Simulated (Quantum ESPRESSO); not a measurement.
# Moments of VBr3 from a parallel start

Wanted: the size of the moments of VBr3 in the parallel state.

Main program and level: Quantum ESPRESSO 7.5; PBEsol with U = 3.2 eV on V d (ortho-atomic projectors); plane waves with GBRV 1.5 PBEsol potentials, no spin-orbit coupling.

**1. Set-up**

The structure is hexagonal, space group P6_3/mmc (No. 194). Conventional cell: a = 9.943 Å, b = 9.943 Å, c = 3.363 Å, α = 90.00°, β = 90.00°, γ = 120.00°. V has 6 Br at 2.56 Å nearest. Nearest to Br lie 2 V at 2.56 Å. Farther neighbours and most contacts between anions are not listed.

The cell comes from Materials Project 2023-11-01, a database of computed structures, and need not be the stable phase.

**2. Run 1 (ferro ++)**

The signs are those of the starting moments on the seeded atoms, the atoms that are given a moment.

Contents of pw.in:

```
&CONTROL
  calculation = 'scf'
  prefix = 'pwscf'
  outdir = './tmp'
  pseudo_dir = './pseudo'
  disk_io = 'nowf'
/
&SYSTEM
  ibrav = 0
  celldm(1) = 8
  nat = 8
  ntyp = 2
  ecutwfc = 40
  ecutrho = 280
  nbnd = 48
  occupations = 'smearing'
  smearing = 'fd'
  degauss = 0.00734986
  nspin = 2
  starting_magnetization(1) = 0.1538
  starting_magnetization(2) = 0
/
&ELECTRONS
  conv_thr = 1.6d-08
  electron_maxstep = 150
  mixing_beta = 0.3
/
ATOMIC_SPECIES
V      50.9415 v_pbesol_v1.4.uspp.F.UPF
Br     79.9040 br_pbesol_v1.4.uspp.F.UPF
CELL_PARAMETERS alat
   2.3486186182634    0.0000000000000    0.0000000000000
  -1.1743093091435    2.0339633872145    0.0000000000000
   0.0000000000000    0.0000000000000    0.7945105464435
ATOMIC_POSITIONS crystal
V       0.6666666700    0.3333333300    0.2500000000
V       0.3333333300    0.6666666700    0.7500000000
Br      0.4419500000    0.2209750000    0.7500000000
Br      0.7790250000    0.2209750000    0.7500000000
Br      0.7790250000    0.5580500000    0.7500000000
Br      0.5580500000    0.7790250000    0.2500000000
Br      0.2209750000    0.7790250000    0.2500000000
Br      0.2209750000    0.4419500000    0.2500000000
K_POINTS automatic
4 4 10 0 0 0
HUBBARD {ortho-atomic}
U V-3d 3.2000
```

Launch:

```
OMP_NUM_THREADS=1 mpirun -n 4 pw.x -nk 4 -in pw.in > pw.out
```

What it wrote:

```text
Program PWSCF v.7.5 starts

     Message from routine setup:
     using ibrav=0 with symmetry is DISCOURAGED, use correct ibrav instead

     K-points division:     npool     =       4
     Subspace diagonalization in iterative solution of the eigenvalue problem:

     G-vector sticks info
     --------------------
     sticks:   dense  smooth     PW     G-vecs:    dense   smooth      PW
     Sum        6817    3889   1147               153717    66433   10555

     Using Slab Decomposition

     bravais-lattice index     =            0
     lattice parameter (alat)  =       8.0000  a.u.
     unit-cell volume          =    1943.2347 (a.u.)^3
     number of atoms/cell      =            8
     number of atomic types    =            2
     number of electrons       =        68.00
     number of Kohn-Sham states=           48
     kinetic-energy cutoff     =      40.0000  Ry
     charge density cutoff     =     280.0000  Ry
     scf convergence threshold =      1.6E-08
     mixing beta               =       0.3000
     number of iterations used =            8  plain     mixing
     Exchange-correlation= SLA  PW   PSX  PSC
                           (   1   4  10   8   0   0   0)
     Hubbard projectors: ortho-atomic
     Hubbard parameters of DFT+U (Dudarev formulation) in eV:
     U(V-3d) =  3.2000

     Internal variables: lda_plus_u =T, lda_plus_u_kind = 0

     Internal variables: orbital_resolved =F, hub_pot_fix =F, apply_U = F

     celldm(1)=   8.000000  celldm(2)=   0.000000  celldm(3)=   0.000000
     celldm(4)=   0.000000  celldm(5)=   0.000000  celldm(6)=   0.000000

     crystal axes: (cart. coord. in units of alat)
               a(1) = (   2.348619   0.000000   0.000000 )
               a(2) = (  -1.174309   2.033963   0.000000 )
               a(3) = (   0.000000   0.000000   0.794511 )

     reciprocal axes: (cart. coord. in units 2 pi/alat)
               b(1) = (  0.425782  0.245825 -0.000000 )
               b(2) = (  0.000000  0.491651  0.000000 )
               b(3) = (  0.000000 -0.000000  1.258637 )

     PseudoPot. # 1 for V  read from file:
     v_pbesol_v1.4.uspp.F.UPF
     Pseudo is Ultrasoft + core correction, Zval = 13.0
     Generated by new atomic code, or converted to UPF format
     Using radial grid of  853 points,  6 beta functions with:
                l(1) =   0
                l(2) =   0
                l(3) =   1
                l(4) =   1
                l(5) =   2
                l(6) =   2
     Q(r) pseudized with  8 coefficients,  rinner =    1.100   1.100   1.100
                                                       1.100   1.100

     PseudoPot. # 2 for Br read from file:
     br_pbesol_v1.4.uspp.F.UPF
     Pseudo is Ultrasoft + core correction, Zval =  7.0
     Generated by new atomic code, or converted to UPF format
     Using radial grid of  879 points,  6 beta functions with:
                l(1) =   0
                l(2) =   0
                l(3) =   1
                l(4) =   1
                l(5) =   2
                l(6) =   2
     Q(r) pseudized with  8 coefficients,  rinner =    1.200   1.200   1.200
                                                       1.200   1.200

     atomic species   valence    mass     pseudopotential
     V                13.00    50.94150     V ( 1.00)
     Br                7.00    79.90400     Br( 1.00)

     Starting magnetic structure
     atomic species   magnetization
     V               0.154
     Br              0.000

     24 Sym. Ops., with inversion, found (12 have fractional translation)

   Cartesian axes

     site n.     atom                  positions (alat units)
         1        V      tau(   1) = (   1.1743093   0.6779878   0.1986276  )
         2        V      tau(   2) = (  -0.0000000   1.3559756   0.5958829  )
         3        Br     tau(   3) = (   0.7784790   0.4494551   0.5958829  )
         4        Br     tau(   4) = (   1.5701396   0.4494551   0.5958829  )
         5        Br     tau(   5) = (   1.1743093   1.1350533   0.5958829  )
         6        Br     tau(   6) = (   0.3958303   1.5845083   0.1986276  )
         7        Br     tau(   7) = (  -0.3958303   1.5845083   0.1986276  )
         8        Br     tau(   8) = (  -0.0000000   0.8989101   0.1986276  )

     number of k points=    24  Fermi-Dirac smearing, width (Ry)=  0.0073
                       cart. coord. in units 2pi/alat
        k(    1) = (   0.0000000   0.0000000   0.0000000), wk =   0.0062500
        k(    2) = (   0.0000000   0.0000000   0.1258637), wk =   0.0125000
        k(    3) = (   0.0000000   0.0000000   0.2517273), wk =   0.0125000
        k(    4) = (   0.0000000   0.0000000   0.3775910), wk =   0.0125000
        k(    5) = (   0.0000000   0.0000000   0.5034546), wk =   0.0125000
        [... 19 further k-points ...]

     Dense  grid:   153717 G-vectors     FFT dimensions: ( 108, 108,  36)

     Smooth grid:    66433 G-vectors     FFT dimensions: (  75,  75,  30)

     Check: negative core charge=   -0.000002
     Generating pointlists ...
     new r_m :   0.2498 (alat units)  1.9984 (a.u.) for type    1
     new r_m :   0.2498 (alat units)  1.9984 (a.u.) for type    2

     Initial potential from superposition of free atoms

     starting charge      67.9976, renormalised to      68.0000

     negative rho (up, down):  1.042E-03 7.619E-04

     STARTING HUBBARD OCCUPATIONS:

     =================== HUBBARD OCCUPATIONS ===================
     ------------------------ ATOM    1 ------------------------
     Tr[ns(  1)] (up, down, total) =   3.00000  0.00000  3.00000
     Atomic magnetic moment for atom   1 =   3.00000
     [... lines left out ...]
     ------------------------ ATOM    2 ------------------------
     Tr[ns(  2)] (up, down, total) =   3.00000  0.00000  3.00000
     Atomic magnetic moment for atom   2 =   3.00000
     [... lines left out ...]
     Number of occupied Hubbard levels =    6.0000

     Atomic wfc used for Hubbard projectors are orthogonalized

     Starting wfcs are   44 randomized atomic wfcs +    4 random wfcs

     Self-consistent Calculation

     iteration #  1     ecut=    40.00 Ry     beta= 0.30
     Davidson diagonalization with overlap
     ethr =  1.00E-02,  avg # of iterations =  6.6

     =================== HUBBARD OCCUPATIONS ===================
     ------------------------ ATOM    1 ------------------------
     Tr[ns(  1)] (up, down, total) =   3.03423  0.52052  3.55475
     Atomic magnetic moment for atom   1 =   2.51372
     [... lines left out ...]
     ------------------------ ATOM    2 ------------------------
     Tr[ns(  2)] (up, down, total) =   3.03423  0.52052  3.55475
     Atomic magnetic moment for atom   2 =   2.51372
     [... lines left out ...]
     Number of occupied Hubbard levels =    7.1095

     Threshold (ethr) on eigenvalues was too large:
     Diagonalizing with lowered threshold

     Davidson diagonalization with overlap
     ethr =  1.17E-04,  avg # of iterations = 13.1

     negative rho (up, down):  6.613E-04 1.181E-03

     total energy              =    -533.07860214 Ry
     estimated scf accuracy    <       0.10834322 Ry

     total magnetization       =     4.00 Bohr mag/cell
     absolute magnetization    =     5.92 Bohr mag/cell

     iteration #  2     ecut=    40.00 Ry     beta= 0.30
     Davidson diagonalization with overlap
     ethr =  1.59E-04,  avg # of iterations =  1.8

     negative rho (up, down):  2.035E-04 1.692E-03

     total energy              =    -533.10748996 Ry
     estimated scf accuracy    <       0.04729608 Ry

     total magnetization       =     4.00 Bohr mag/cell
     absolute magnetization    =     5.59 Bohr mag/cell

     iteration #  3     ecut=    40.00 Ry     beta= 0.30
     Davidson diagonalization with overlap
     ethr =  6.96E-05,  avg # of iterations =  3.1

     negative rho (up, down):  2.212E-05 1.859E-03

     total energy              =    -533.11529342 Ry
     estimated scf accuracy    <       0.01818495 Ry

     total magnetization       =     4.00 Bohr mag/cell
     absolute magnetization    =     5.88 Bohr mag/cell

     [... further iterations left out ...]

     iteration # 15     ecut=    40.00 Ry     beta= 0.30
     Davidson diagonalization with overlap
     ethr =  5.12E-10,  avg # of iterations =  4.0

     negative rho (up, down):  0.000E+00 3.474E-03

     total energy              =    -533.12648561 Ry
     estimated scf accuracy    <       0.00000018 Ry

     total magnetization       =     4.00 Bohr mag/cell
     absolute magnetization    =     5.94 Bohr mag/cell

     iteration # 16     ecut=    40.00 Ry     beta= 0.30
     Davidson diagonalization with overlap
     ethr =  2.62E-10,  avg # of iterations =  1.9

     negative rho (up, down):  0.000E+00 3.474E-03

     total energy              =    -533.12648560 Ry
     estimated scf accuracy    <       0.00000004 Ry

     total magnetization       =     4.00 Bohr mag/cell
     absolute magnetization    =     5.94 Bohr mag/cell

     iteration # 17     ecut=    40.00 Ry     beta= 0.30
     Davidson diagonalization with overlap
     ethr =  5.54E-11,  avg # of iterations =  4.7

     negative rho (up, down):  0.000E+00 3.474E-03

     total energy              =    -533.12648564 Ry
     estimated scf accuracy    <       0.00000003 Ry

     total magnetization       =     4.00 Bohr mag/cell
     absolute magnetization    =     5.94 Bohr mag/cell

     iteration # 18     ecut=    40.00 Ry     beta= 0.30
     Davidson diagonalization with overlap
     ethr =  4.50E-11,  avg # of iterations =  1.6

     negative rho (up, down):  0.000E+00 3.474E-03

     Magnetic moment per site  (integrated on atomic sphere of radius R)
     atom   1 (R=0.250)  charge= 10.9616  magn=  2.1141
     atom   2 (R=0.250)  charge= 10.9616  magn=  2.1141
     atom   3 (R=0.250)  charge=  4.8882  magn= -0.1243
     atom   4 (R=0.250)  charge=  4.8882  magn= -0.1243
     atom   5 (R=0.250)  charge=  4.8882  magn= -0.1243
     atom   6 (R=0.250)  charge=  4.8882  magn= -0.1243
     atom   7 (R=0.250)  charge=  4.8882  magn= -0.1243
     atom   8 (R=0.250)  charge=  4.8882  magn= -0.1243

     End of self-consistent calculation

     =================== HUBBARD OCCUPATIONS ===================
     ------------------------ ATOM    1 ------------------------
     Tr[ns(  1)] (up, down, total) =   3.01500  0.55681  3.57182
     Atomic magnetic moment for atom   1 =   2.45819
     [... lines left out ...]
     ------------------------ ATOM    2 ------------------------
     Tr[ns(  2)] (up, down, total) =   3.01500  0.55681  3.57182
     Atomic magnetic moment for atom   2 =   2.45819
     [... lines left out ...]
     Number of occupied Hubbard levels =    7.1436

     [... lines left out ...]
     the Fermi energy is     1.9630 ev

!    total energy              =    -533.12648563 Ry
     estimated scf accuracy    <       0.00000001 Ry
     smearing contrib. (-TS)   =      -0.01102745 Ry
     internal energy E=F+TS    =    -533.11545818 Ry

     The total energy is F=E-TS. E is the sum of the following terms:
     one-electron contribution =    -437.23018271 Ry
     hartree contribution      =     233.04870612 Ry
     xc contribution           =    -156.88697284 Ry
     ewald contribution        =    -172.35967052 Ry
     Hubbard energy            =       0.31266176 Ry

     total magnetization       =     4.00 Bohr mag/cell
     absolute magnetization    =     5.94 Bohr mag/cell

     convergence has been achieved in  18 iterations

=------------------------------------------------------------------------------=
   JOB DONE.
=------------------------------------------------------------------------------=
```

It took 5.7 min on 4 MPI ranks of Intel Xeon at 2.70GHz, shared host; peak memory 1.5 GiB.

Spin moment in the atom's sphere by atom:

| atom | spin moment in the atom's sphere (μB) |
| --- | --- |
| V1 | 2.11 |
| V2 | 2.11 |
| Br3 | -0.12 |
| Br4 | -0.12 |
| Br5 | -0.12 |
| Br6 | -0.12 |
| Br7 | -0.12 |
| Br8 | -0.12 |

This step gave:

| Quantity | Value |
| --- | --- |
| smearing term TS | 0.1500 eV |
| magnetization | 4 μB |
| absolute magnetization | 5.943 μB |
| final state | ferromagnetic |

(Part 1 of 2 ends here.)

[Logs and program files are shortened in this print: banners, set-up blocks, solver, clock and traceback lines can be left out without a mark of their own.]

[Logs are printed without paths, hosts, clocks, repeated set-up lines and the standing remarks that a program may print on its own settings, such as how far it seeks lower states.]

[Hosts, paths, dates, database ids (printed as entryN), source tags and the programs' standing remarks are cut or masked in the printed files.]

[Where a cell is said to come from a database of computed structures, the database is the Materials Project.]
